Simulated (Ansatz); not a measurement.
## Changed inputs in constrained RPA: EuClF (P4/nmm)

Aim: hold the target of a cRPA run on EuClF (P4/nmm) and move one thing at a time.

Main program and level: Ansatz 0.2.0; constrained RPA on LDA, plane waves, PAW.

## 1. The structure

Symmetry: P4/nmm, No. 129, tetragonal system. Conventional cell: a = 4.084 Å, b = 4.084 Å, c = 6.979 Å, α = 90.00°, β = 90.00°, γ = 90.00°. Nearest to Eu lie 4 F at 2.50 Å and 6 Cl at 3.06 to 3.91 Å. Nearest to Cl lie 6 Eu at 3.06 to 3.91 Å. Nearest to F lie 4 Eu at 2.50 Å. Farther neighbours and most contacts between anions are not listed.

The cell and positions are those that the Materials Project relaxed with its own functionals (PBE, PBE+U or r2SCAN), kept fixed. Spin-orbit coupling is left out unless a step names it. The default PAW set here is soft_2. Its files were made with PBE.

## 2. Base: Eu f, bands v7 to c7, 4×4×2 mesh, medium accuracy

Constrained RPA screens the interaction with every transition except those inside the target bands, which a later many-body model would treat itself.

input.yaml

```yaml
crystal:
  lattice:
    - [4.08367072, 0.0, 0.0]
    - [0.0, 4.08367072, 0.0]
    - [0.0, 0.0, 6.97853229]
  atoms:
    - { symbol: Eu, position: [0.0, 0.5, 0.79401802] }
    - { symbol: Eu, position: [0.5, 0.0, 0.20598198] }
    - { symbol: Cl, position: [0.0, 0.5, 0.35500378] }
    - { symbol: Cl, position: [0.5, 0.0, 0.64499622] }
    - { symbol: F, position: [0.0, 0.0, 0.0] }
    - { symbol: F, position: [0.5, 0.5, 0.0] }
kpoints:
  mp_grid: { grid: [8, 8, 4] }
hamiltonian:
  xc: lda
scf:
  occupations: { method: gaussian, width: 0.08 }
  n_extra_bands: 28
  max_iter: 150
output:
  crpa:
    kmesh: [4, 4, 2]
    target_bands: [v7, c7]
    projections: [{ species: Eu, l: f, shell: 4 }]
  local_orbitals:
    kmesh: [8, 8, 4]
    orbitals: [{ species: Eu, l: f, shell: 4 }]
    window: { bands: [v7, c7] }
    seedname: lo
```

The run is started by

```
> ansatz run input.yaml --threads 4 --pin off --max-ram 9216MiB --backend cpu --events-out ev --progress --plain --runs-dir out
```

Numbers of over 12 decimals in the logs are rounded to 6 here.

Log:

```text
Eu: projections on atomic orbitals take those of the free atom [Kr 4d10] 4f7 5s2 5p6 5d0 6s2, of charge +0.00 (hamiltonian.pseudopotentials.projection_atoms); the dataset's partial waves leave at most 1.0e-3 of an orbital's norm unspanned inside its sphere
scf.n_extra_bands = 28 over 31 filled bands (N_el = 62.0): the run solves 59 bands
Engine: ansatz 0.2.0, aarch64-unknown-linux-gnu
Pseudopotentials: kind: paw
Pseudopotential: Eu, paw, valence charge 17, recommended cutoff 420 eV (normal), Eu.paw.azcp
Pseudopotential: Cl, paw, valence charge 7, recommended cutoff 420 eV (normal), Cl.paw.azcp
Pseudopotential: F, paw, valence charge 7, recommended cutoff 420 eV (normal), F.paw.azcp
Functional definition: SPW92
  exchange = slater_x
  correlation = pw_c
Crystal: 6 atoms, lattice volume = 116.377 Å³
Basis set: ecut = 420 eV, 2303 PW (Γ)
Bands: 59, of which v1, the nominal top of the filled ones, is band 31 counted from 1 (30 counted from 0)
Symmetry: 16 space group operations
Space group: P4/nmm (ITA 129), of the structure as read, at distance tolerance 4.9e-5 Å
k-points: 45 of 256
Non-local potential: Eu, projectors of the file, l = 0: 3, l = 1: 2, l = 2: 2, l = 3: 3
Non-local potential: Cl, projectors of the file, l = 0: 2, l = 1: 2, l = 2: 2
Non-local potential: F, projectors of the file, l = 0: 2, l = 1: 2, l = 2: 1
PAW form: soft (Blöchl's): semilocal exchange-correlation on the pseudo side does not see the compensation charge
PAW frozen core: Eu, regenerated for the run's functional, and the local potential with it (the file was generated under x = pbe(κ = 0.804, μ = 0.219515), c = pbe(β = 0.066725))
PAW frozen core: Cl, regenerated for the run's functional, and the local potential with it (the file was generated under x = pbe(κ = 0.804, μ = 0.219515), c = pbe(β = 0.066725))
PAW frozen core: F, regenerated for the run's functional, and the local potential with it (the file was generated under x = pbe(κ = 0.804, μ = 0.219515), c = pbe(β = 0.066725))
PAW one-centre angular grid: Eu, 590 points (default); XC on 64 Gauss nodes
PAW one-centre angular grid: Cl, 110 points (default); XC on 64 Gauss nodes
PAW one-centre angular grid: F, 110 points (default); XC on 64 Gauss nodes
Initial density: superposition of atomic densities (neutral atoms: chi_scale 0, normalization atom), corrected by the library's trained network
Initial wavefunctions: pseudopotential atomic-orbital guess
Functional: x = slater, c = lda
SCF iter   1: F=—  HF=-20805.971413 eV  |F-HF|=—  |Δ(HF+E_count)|=         —  Δρ=1.73e-2  dr2=2.24e-1  ethr=1.77e-3  ⟨swp⟩=5.8  Hψ=11790  notcnv=0  defer=215
preconditioner: auto → Kerker (q_TF=auto, 2.456 Å⁻¹)  [metal: Δε(μ)=0.000 eV  Ē_g=14.172 eV  σ=0.080 eV  W_gap=0.00  n_scr=36 (ndim 8)  ℏωp=26.2 eV  f_vac=0.006  D(μ)=132.45/eV (n_scr^D=5858)]
[...]
cRPA screening: q 2/32
cRPA screening: q 3/32
cRPA screening: q 7/32 (q-point 4)
cRPA screening: q 11/32 (q-point 5)
cRPA screening: q 13/32 (q-point 6)
cRPA screening: q 15/32 (q-point 11)
cRPA screening: q 17/32 (q-point 12)
cRPA screening: q 19/32 (q-point 13)
cRPA screening: q 23/32 (q-point 14)
cRPA screening: q 27/32 (q-point 15)
cRPA screening: q 29/32 (q-point 16)
cRPA screening: q 31/32 (q-point 21)
cRPA screening: q 32/32 (q-point 22)
SCF converged after 18 iterations
Free energy (F): -20805.906921 eV
Harris-Foulkes:  -20805.906921 eV  (|F-HF|=1.09e-8)
Internal energy: -20805.471861 eV  (E = F + TS)
E sigma→0 (E₀):  -20805.689391 eV
Entropy (-TS):   -0.435060 eV (-72.510 meV/atom)
Fermi energy:    11.320997 eV
--- Per-component energies (eV) ---
  E_band       = -55.796028
  E_kinetic    = 1442.904668
  E_local      = -5848.445574  (includes V_loc(G=0)·N_el)
  E_nonlocal   = 1162.894551
  E_hartree    = 2301.516863
  E_xc         = -722.200092
  E_vxc        = -853.597987  (∫ρ·V_xc dr)
  E_paw        = -13987.796543  (= ΣΔE_a)
  E_vpaw       = -562.591996  (= ΣTr[D̂ρ^β])
  E_aug_tail   = 0.004267  (compensation charges beyond the density's cutoff)
  E_ewald      = -5157.227265
  E_core_change = 2.877264  (= ΣΔE_core)
  E_smearing   = -0.435060  (= −TS)
  E_closure    = -0.000000  (closes the sum)
  Σ components = -20805.906921   (vs F -20805.906921, Δ=0.00e0)
--- Band table (eV; the first three rows and the last of 45) ---
  k-point 0: bands = [... 27 lower, 11.2700, 11.2744, 11.2744, 11.3008, 11.3200, 11.3560, 11.3560, 11.3836, ... 24 higher]
  k-point 1: bands = [... 27 lower, 11.2520, 11.2804, 11.2804, 11.3094, 11.3188, 11.3591, 11.3591, 11.3708, ... 24 higher]
  k-point 2: bands = [... 27 lower, 11.2396, 11.2886, 11.2886, 11.2968, 11.3252, 11.3557, 11.3557, 11.3642, ... 24 higher]
  k-point 44: bands = [... 27 lower, 11.2348, 11.2553, 11.2553, 11.3376, 11.3376, 11.3437, 11.3437, 11.3549, ... 24 higher]
--- cRPA (band scheme, projected local orbitals): target bands 25..38 (1-based), 14 Wannier function(s), 4×4×2 mesh, 76 bands' worth read of 81 solved, ecut_chi 136.0 eV, v(q+G=0) probe_charge, pair densities all_electron ---
  χ-basis size per q: N_G = 406..444
  window electrons = 14.0000, filled by tetrahedron_uncorrected; constrained ε̄⁻¹(q = 0, 0) head = 0.226194; min gauge Gram eig = 0.4817
  Kanamori averages over each shell's own Wannier functions (sites counted from 0, functions from 1):
  Each shell's averages of U are screened by what lies outside the whole window alone: parameters of one model of all the shells.
    Site 0, 4F, 7 of 7 f orbitals (Wannier functions 1, 2, 3, 4, 5, 6, 7; wannier90's mr 1, 2, 3, 4, 5, 6, 7):
      screened: U = 6.4883 eV, U' = 5.2418 eV, J = 0.5794 eV
      screened, to within: U = 1.3e-2 eV, U' = 1.3e-2 eV, J = 9.9e-4 eV
      bare: V = 27.6206 eV, V' = 26.0210 eV, J = 0.7369 eV
    Site 1, 4F, 7 of 7 f orbitals (Wannier functions 8, 9, 10, 11, 12, 13, 14; wannier90's mr 1, 2, 3, 4, 5, 6, 7):
      screened: U = 6.4883 eV, U' = 5.2418 eV, J = 0.5794 eV
      screened, to within: U = 1.3e-2 eV, U' = 1.3e-2 eV, J = 9.9e-4 eV
      bare: V = 27.6206 eV, V' = 26.0210 eV, J = 0.7369 eV
  Hermiticity witness max|P − P†| over intra, direct and exchange elements: 2.84e-14 eV (screened), 4.31e-17 eV (bare)
  Reality witness max|Im| over intra, direct and exchange elements: 9.01e-10 eV (screened), 9.78e-12 eV (bare)
```

The job ended after 17 min (4 threads of Arm Neoverse V1, shared host; peak memory 1.2 GiB; 65 min of CPU time).

The column dr2 measures how far the density is from self-consistency, as an energy; F and HF (Harris–Foulkes) agree once it is small.

Numbers from this step:

| Property | Result |
| --- | --- |
| U | 6.488 eV |
| U prime (inter-orbital) | 5.242 eV |
| J | 0.5794 eV |
| bare V | 27.62 eV |
| bare J | 0.7369 eV |
| stated bound on U | 0.01256 eV |
| U over bare V | 0.2349 |
| electrons in the window | 14.00 |
| head of the constrained inverse dielectric matrix | 0.2262 |
| least eigenvalue of the projection's overlap | 0.4817 |
| target functions | 14 |
| bands in the sums | 76 |
| r.m.s. miss of the model bands | 2.57e-4 eV |
| width of the target bands | 0.6016 eV |
| weight of the projected orbitals in the window | 0.9776 |

On the Eu f shell, screening brings the on-site interaction from 27.6 eV down to U = 6.49 eV.

## 3. Changed: 2×2×2 mesh

input.yaml: that of step 2 with these lines changed.

```diff
@@ -22,9 +22,4 @@
   crpa:
-    kmesh: [4, 4, 2]
+    kmesh: [2, 2, 2]
     target_bands: [v7, c7]
     projections: [{ species: Eu, l: f, shell: 4 }]
-  local_orbitals:
-    kmesh: [8, 8, 4]
-    orbitals: [{ species: Eu, l: f, shell: 4 }]
-    window: { bands: [v7, c7] }
-    seedname: lo
```

Log:

```text
[...]
Crystal: 6 atoms, lattice volume = 116.377 Å³
Basis set: ecut = 420 eV, 2303 PW (Γ)
Bands: 59, of which v1, the nominal top of the filled ones, is band 31 counted from 1 (30 counted from 0)
Symmetry: 16 space group operations
[...]
k-points: 45 of 256
[...]
SCF iter   1: F=—  HF=-20805.971413 eV  |F-HF|=—  |Δ(HF+E_count)|=         —  Δρ=1.73e-2  dr2=2.24e-1  ethr=1.77e-3  ⟨swp⟩=5.8  Hψ=11790  notcnv=0  defer=215
[...]
SCF iter  18: F=-20805.906921 eV  HF=-20805.906921 eV  |F-HF|=1.09e-8  |Δ(HF+E_count)|=   2.03e-7  Δρ=6.72e-6  dr2=3.99e-8  ethr=1.61e-10  ⟨swp⟩=1.2  Hψ=4879  notcnv=0
SCF 1 converged in 18 iterations: F = -20805.906921 eV  dr2 = 3.99e-8
[...]
NSCF: frozen V_eff on 6 k-points
[...]
cRPA screening: q 1/8
cRPA screening: q 2/8
cRPA screening: q 3/8
cRPA screening: q 5/8 (q-point 4)
cRPA screening: q 7/8
cRPA screening: q 8/8
SCF converged after 18 iterations
Free energy (F): -20805.906921 eV
[...]
Internal energy: -20805.471861 eV  (E = F + TS)
E sigma→0 (E₀):  -20805.689391 eV
Entropy (-TS):   -0.435060 eV (-72.510 meV/atom)
Fermi energy:    11.320997 eV
[...]
--- Band table (eV; the first three rows and the last of 45) ---
  k-point 0: bands = [... 27 lower, 11.2700, 11.2744, 11.2744, 11.3008, 11.3200, 11.3560, 11.3560, 11.3836, ... 24 higher]
  k-point 1: bands = [... 27 lower, 11.2520, 11.2804, 11.2804, 11.3094, 11.3188, 11.3591, 11.3591, 11.3708, ... 24 higher]
  k-point 2: bands = [... 27 lower, 11.2396, 11.2886, 11.2886, 11.2968, 11.3252, 11.3557, 11.3557, 11.3642, ... 24 higher]
  k-point 44: bands = [... 27 lower, 11.2348, 11.2553, 11.2553, 11.3376, 11.3376, 11.3437, 11.3437, 11.3549, ... 24 higher]
[...]
χ-basis size per q: N_G = 406..444
[...]
screened: U = 5.4427 eV, U' = 4.2107 eV, J = 0.5550 eV
      screened, to within: U = 9.4e-3 eV, U' = 9.3e-3 eV, J = 9.4e-4 eV
      bare: V = 27.4401 eV, V' = 25.8350 eV, J = 0.7280 eV
[...]
screened: U = 5.4427 eV, U' = 4.2107 eV, J = 0.5550 eV
      screened, to within: U = 9.4e-3 eV, U' = 9.3e-3 eV, J = 9.4e-4 eV
      bare: V = 27.4401 eV, V' = 25.8350 eV, J = 0.7280 eV
[...]
```

Elapsed: 2.8 min, on 4 threads; peak memory 1.1 GiB.

This step gave:

- U: 5.443 eV
- U prime (inter-orbital): 4.211 eV
- J: 0.5550 eV
- bare V: 27.44 eV
- bare J: 0.7280 eV
- stated bound on U: 0.009338 eV
- U over bare V: 0.1983
- electrons in the window: 14.00
- head of the constrained inverse dielectric matrix: 0.2107
- least eigenvalue of the projection's overlap: 0.4817
- target functions: 14
- bands in the sums: 76
- width of the target bands: 0.6016 eV
- weight of the projected orbitals in the window: 0.9776

On the Eu f shell, screening brings the on-site interaction from 27.4 eV down to U = 5.44 eV.

## 4. Changed: sums without a band count

input.yaml: that of step 3 with these lines changed.

```diff
@@ -22,4 +22,5 @@
   crpa:
-    kmesh: [2, 2, 2]
+    kmesh: [4, 4, 2]
     target_bands: [v7, c7]
     projections: [{ species: Eu, l: f, shell: 4 }]
+    accuracy: sum_over_states
```

Log:

```text
Error: 2 input errors — fix all and re-run
  1. invalid value for `output.crpa.n_empty_bands`: is left out, and the sums over bands alone (accuracy: sum_over_states under output.crpa) have no default for it, since their result follows it; type one, or take accuracy: low, medium or high under output.crpa
  2. invalid value for `output.crpa.ecut_chi`: is left out, and the sums over bands alone (accuracy: sum_over_states under output.crpa) have no default for it, since their result follows it; type one, or take accuracy: low, medium or high under output.crpa
```

Elapsed: 0.19 s, on 4 threads; peak memory 0.062 GiB.

The input was rejected at the start.

The program's message: “Error: 2 input errors — fix all and re-run”

The fault put into this input: sums without a band count.

## 5. Changed: volume -6 %

The cell differs from the one that the last finished run ended in (a 4.084 → 4.000 Å, b 4.084 → 4.000 Å, c 6.979 → 6.836 Å).

input.yaml: that of step 4 with these lines changed.

```diff
@@ -2,5 +2,5 @@
   lattice:
-    - [4.08367072, 0.0, 0.0]
-    - [0.0, 4.08367072, 0.0]
-    - [0.0, 0.0, 6.97853229]
+    - [4.0003071099, 0.0, 0.0]
+    - [0.0, 4.0003071099, 0.0]
+    - [0.0, 0.0, 6.8360732905]
   atoms:
@@ -25,2 +25,6 @@
     projections: [{ species: Eu, l: f, shell: 4 }]
-    accuracy: sum_over_states
+  local_orbitals:
+    kmesh: [8, 8, 4]
+    orbitals: [{ species: Eu, l: f, shell: 4 }]
+    window: { bands: [v7, c7] }
+    seedname: lo
```

Log:

```text
[...]
Crystal: 6 atoms, lattice volume = 109.394 Å³
Basis set: ecut = 420 eV, 2135 PW (Γ)
Bands: 59, of which v1, the nominal top of the filled ones, is band 31 counted from 1 (30 counted from 0)
Symmetry: 16 space group operations
[...]
k-points: 45 of 256
[...]
χ-basis size per q: N_G = 376..409
[...]
screened: U = 6.3642 eV, U' = 5.1213 eV, J = 0.5770 eV
      screened, to within: U = 1.3e-2 eV, U' = 1.3e-2 eV, J = 1.0e-3 eV
      bare: V = 27.5627 eV, V' = 25.9656 eV, J = 0.7351 eV
[...]
screened: U = 6.3642 eV, U' = 5.1213 eV, J = 0.5770 eV
      screened, to within: U = 1.3e-2 eV, U' = 1.3e-2 eV, J = 1.0e-3 eV
      bare: V = 27.5627 eV, V' = 25.9656 eV, J = 0.7351 eV
[...]
[key lines of the parts left out:]
SCF converged after 18 iterations
Free energy (F): -20806.244806 eV
Fermi energy:    12.186325 eV
```

It took 14 min on 4 threads; peak memory 1.1 GiB.

This step gave:

```yaml
u: 6.364 eV
u_prime_inter_orbital: 5.121 eV
j: 0.5770 eV
bare_v: 27.56 eV
bare_j: 0.7351 eV
stated_bound_on_u: 0.01266 eV
u_over_bare_v: 0.2309
electrons_in_the_window: 14.00
head_of_the_constrained_inverse_dielectric_matrix: 0.2160
least_eigenvalue_of_the_projection_s_overlap: 0.4387
target_functions: 14
bands_in_the_sums: 76
r_m_s_miss_of_the_model_bands: 2.69e-4 eV
width_of_the_target_bands: 0.7290 eV
weight_of_the_projected_orbitals_in_the_window: 0.9750
```

On the Eu f shell, screening brings the on-site interaction from 27.6 eV down to U = 6.36 eV.

## 6. Side by side

Times are wall times on 4 threads of Arm Neoverse V1, shared host, good to a factor of about two.

| run | bare V (eV) | U (eV) | J (eV) | bound on U (eV) | width (eV) | time |
| --- | --- | --- | --- | --- | --- | --- |
| target window | 27.62 | 6.488 | 0.579 | 0.0126 | 0.60 | 17 min |
| 2×2×2 mesh | 27.44 | 5.443 | 0.555 | 0.0093 | 0.60 | 2.8 min |
| volume -6 % | 27.56 | 6.364 | 0.577 | 0.0127 | 0.73 | 14 min |

## 7. Outcome

| Quantity | Value |
| --- | --- |
| target window | U 6.49 eV, J 0.58 eV |
| 2×2×2 mesh | U 5.44 eV, J 0.56 eV |
| volume -6 % | U 6.36 eV, J 0.58 eV |

**Reading.** 2×2×2 mesh moves U by −1.05 eV at 0.17 times the time. Volume -6 % moves U by −0.12 eV. The printed bound covers the solver alone, not the mesh, and no denser mesh than the base was run. The parent state is non-magnetic and the interaction static (zero frequency); U depends on the window and the orbitals, so it belongs to this model alone.

[Paths, hosts, dates, memory and timing lines, banners, echoed tables and standing remarks are left out of the program output.]

[Logs are printed without paths, hosts, clocks, repeated set-up lines and the standing remarks that a program may print on its own settings, such as how far it seeks lower states.]

[Runs of the session that timed out or met a known fault of the program may be left out.]

[Hosts, paths, dates, database ids (printed as entryN), source tags and the programs' standing remarks are cut or masked in the printed files.]
